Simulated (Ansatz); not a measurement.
# What BiH3 (model cell, started as ReO3 type) distorts into, part 3 of 3

Wanted: the energy along a soft mode of BiH3 (model cell, started as ReO3 type) and the structure at the end.

Ansatz 0.2.0; DFT PBEsol, scalar-relativistic, plane waves, PAW.

So far. Step 5 (Energy along the mode, all amplitudes (two of the runs …): The lowest step is at 0.22 Å, 17.5 meV/atom below the parent, and the energy rises beyond it. Step 7 (The new phase in its own primitive cell): The largest force component left is 0.33 meV/Å and the pressure is 0.001 GPa, within the tolerances set. The cell now holds 19.83 Å³/atom. The relaxed cell has a = 5.859, c = 4.621 Å (conventional setting).

The structure was built from a prototype and need not be the compound's stable phase.

## 8. Modes of the new phase, k-mesh 6×6×8

A relaxed structure may still be a saddle point, so its zone-centre modes are computed. No field response is asked, since the mesh shows no gap.

Contents of input.yaml:

```yaml
crystal:
  lattice:
    - [5.8593432718, 0.0, 0.0]
    - [0.0, 5.8593432718, 0.0]
    - [0.0, 0.0, 4.6205323766]
  atoms:
    - { symbol: Bi, position: [0.5, 0.0, 0.9586543344] }
    - { symbol: Bi, position: [0.0, 0.5, 0.0413456656] }
    - { symbol: H, position: [0.0, 0.5, 0.6464815563] }
    - { symbol: H, position: [0.5, 0.0, 0.3535184437] }
    - { symbol: H, position: [0.75, 0.25, 0.0] }
    - { symbol: H, position: [0.25, 0.75, 0.0] }
    - { symbol: H, position: [0.25, 0.25, 0.0] }
    - { symbol: H, position: [0.75, 0.75, 0.0] }
kpoints:
  mp_grid: { grid: [6, 6, 8] }
hamiltonian:
  xc: pbesol
scf:
  occupations: { method: methfessel_paxton, width: 0.2 }
output:
  eigenvalues: true
phonons:
  method: dfpt
```

Command:

```console
ansatz run input.yaml --threads 4 --pin off --max-ram 7168MiB --backend cpu --events-out ev --progress --plain --runs-dir out
```

What it wrote:

```text
[...]
Crystal: 8 atoms, lattice volume = 158.632 Å³
Basis set: ecut = 420 eV, 3107 PW (Γ), exchange–correlation on 80×80×64 points (8 copies of the dense FFT grid, shifted against one another)
Bands: 26, of which v1, the nominal top of the filled ones, is band 18 counted from 1 (17 counted from 0)
Symmetry: 16 space group operations
k-points: 148 of 288 (irreducible under 1 space group operation, time reversal used)
[...]
SCF iter   1: F=—  HF=-24574.345691 eV  |F-HF|=—  |Δ(HF+E_count)|=         —  Δρ=6.21e-3  dr2=6.25e-2  ethr=1.77e-3  ⟨swp⟩=5.9  Hψ=18920  notcnv=0
[...]
SCF iter   9: F=-24574.346141 eV  HF=-24574.346141 eV  |F-HF|=3.27e-11  |Δ(HF+E_count)|=   1.10e-9  S|Δr|=    0.00e0  Δρ=3.88e-8  dr2=2.54e-12  ethr=1.00e-12  ⟨swp⟩=13.1  Hψ=23642  notcnv=0
SCF 1 converged in 9 iterations: F = -24574.346141 eV  dr2 = 2.54e-12
[...]
DFPT response loops at Γ: preconditioner auto → none (partly filled bands, converged f_vac=0.246); β = 0.50; Broyden in place of MSR1
SCF converged after 9 iterations
[...]
Free energy (F): -24574.346141 eV
[...]
Internal energy: -24574.345589 eV  (E = F + TS)
E sigma→0 (E₀):  -24574.346003 eV
Entropy (-TS):   -0.000552 eV (-0.069 meV/atom)
Fermi energy:    3.029822 eV
[...]
--- Band table (eV; the first three rows and the last of 148) ---
  k-point 0: bands = [... 14 lower, 0.2883, 0.4486, 1.1486, 2.9156, 2.9899, 2.9899, 4.5125, 4.6719, ... 4 higher]
  k-point 1: bands = [... 14 lower, -0.3621, 0.1508, 1.1585, 2.9894, 3.0203, 3.0203, 5.1216, 5.4410, ... 4 higher]
  k-point 2: bands = [... 14 lower, -1.2758, -0.6509, 1.1830, 3.0956, 3.0956, 3.1344, 6.1133, 6.6111, ... 4 higher]
  k-point 147: bands = [... 14 lower, -1.8435, -1.8435, 2.4928, 2.4928, 3.6431, 3.6431, 5.9365, 5.9365, ... 4 higher]
--- Phonons (Γ-DFPT): 6 representative perturbations + reference, on 148 of 288 k-points (Σ response iterations 18) ---
  k mesh reduced under 1 symmetry operation, with k and −k counted as one. Each operation leaves every solved perturbation unchanged. A smaller set is not used because it would not reduce the number of displacements times k-points to solve
  ASR residual: 4.381e-5 → 0.000e0 eV/Å²; symmetrization residual: 7.749e-7 eV/Å²
  ASR residual per site (eV/Å²): 4.38e-5 4.38e-5 1.80e-5 1.80e-5 6.84e-6 6.84e-6 6.84e-6 6.84e-6
  Γ frequencies (cm⁻¹): -1262.00 -1262.00 0.00 0.00 0.00 55.31 112.61 112.61 156.75 156.75 175.74 406.54 406.54 518.76 534.10 534.10 540.23 659.08 693.15 693.15 1425.44 1500.81 1577.78 1577.93
  non-analytic LO–TO correction: not included (Born effective charges unavailable; polar crystals: no LO–TO splitting at Γ)
```

Elapsed: 86 s, on 4 threads of Arm Neoverse V2, shared host; peak memory 2.1 GiB; 5.4 min of CPU time.

This step gave:

| Item | Value |
| --- | --- |
| sum-rule residual before enforcement | 4.38e-5 eV/Å² |
| point group | 4/mmm |
| highest optical mode at the zone centre (no LO-TO term) | 1578 cm⁻¹ |
| lowest optical zone-centre mode | -1262 cm⁻¹ |

Patterns of degenerate modes are one choice out of their space. Modes at Γ, with each element's share of the kinetic energy (negative means imaginary):

```
mode  frequency (cm⁻¹)  symmetry  Bi %  H %
   1           -1262.0        Eu     0  100
   2           -1262.0        Eu     0  100
   3               0.0  acoustic    99    1
   4               0.0  acoustic    99    1
   5               0.0  acoustic    99    1
   6              55.3       A1g   100    0
   7             112.6        Eg    99    1
   8             112.6        Eg    99    1
   9             156.8        Eu     0  100
  10             156.8        Eu     0  100
  11             175.7       A1u     0  100
  12             406.5        Eu     1   99
  13             406.5        Eu     1   99
  14             518.8       A2u     1   99
  15             534.1        Eg     1   99
  16             534.1        Eg     1   99
  17             540.2       B1u     0  100
  18             659.1       B2u     0  100
  19             693.1        Eu     0  100
  20             693.1        Eu     0  100
  21            1425.4       A2u     0  100
  22            1500.8       B1u     0  100
  23            1577.8       A2u     0  100
  24            1577.9       A1g     0  100
```

Displacements in mode 1 (-1262.0 cm⁻¹), the largest set to 1:
```
Bi1 -0.01  0.00  0.00
Bi2 -0.01  0.00  0.00
H3   0.19  0.00  0.00
H4   0.19  0.00  0.00
H5   0.84  1.00  0.21
H6   0.84  1.00 -0.21
H7   0.84 -1.00 -0.21
H8   0.84 -1.00  0.21
```

Displacements in mode 24 (1577.9 cm⁻¹), the largest set to 1:
```
Bi1  0.00  0.00  0.00
Bi2  0.00  0.00  0.00
H3   0.00  0.00  1.00
H4   0.00  0.00 -1.00
H5   0.00  0.00  0.00
H6   0.00  0.00  0.00
H7   0.00  0.00  0.00
H8   0.00  0.00  0.00
```

Before it was imposed, the acoustic sum rule was missed by 4.4e-5 eV/Å². Small misses are needed for a sound result but don't prove that mesh and cutoff are converged. The lowest optical mode is imaginary, 1262.0i cm⁻¹, so the energy falls along it.

## 9. Results

```json
{
  "unstable mode of the parent": "q = (0, -0.5, -0.5), 1377i cm⁻¹",
  "depth at the lowest point sampled": "17.5 meV/atom",
  "largest atomic shift at that point": "0.22 Å",
  "space group reached": "P4/nmm",
  "energy gained over the parent (first relaxation, on the mesh of the frozen mode)": "38.0 meV/atom",
  "volume per atom, phase reached": "19.8 Å³",
  "lowest optical zone-centre mode, phase reached": "-1262 cm⁻¹",
  "highest optical mode at the zone centre (no LO-TO term), phase reached": "1578 cm⁻¹"
}
```

Along this mode the structure falls into P4/nmm, 38.0 meV/atom below the parent. At the parent's cell the well is 17.45 meV/atom deep on the steps tried, with its lowest point at a shift of 0.22 Å. Relaxing atoms and cell changes the gain by +20.57 meV/atom against the lowest step (energies at zero smearing). The new phase still has an imaginary mode at the zone centre of its cell, so it is a saddle point on the way to a lower structure. Of the 4 patterns followed from this parent, this one ends 40.4 meV/atom above the lowest, Cmcm. Each path keeps the symmetry of its pattern, so a lower phase may lie along a pattern not tried. With no gap, or one that is small against the smearing, the frequencies hang on the k mesh and the smearing, most of all near Kohn anomalies. Spin-orbit coupling is left out, which can matter for the heavy elements here. A phonon run warned that its eigensolver left some bands unconverged in a pass. The starting cell was built on a prototype and not taken from a measurement, so the phase need not exist.

[Long decimals in the printed logs are rounded to 6 places.]

[Logs are printed without paths, hosts, clocks, repeated set-up lines and the standing remarks that a program may print on its own settings, such as how far it seeks lower states.]

[Hosts, paths, dates, database ids (printed as entryN), source tags and the programs' standing remarks are cut or masked in the printed files.]

[Where the starting crystal was built by hand or by swapping elements, it need not be the compound's stable phase.]
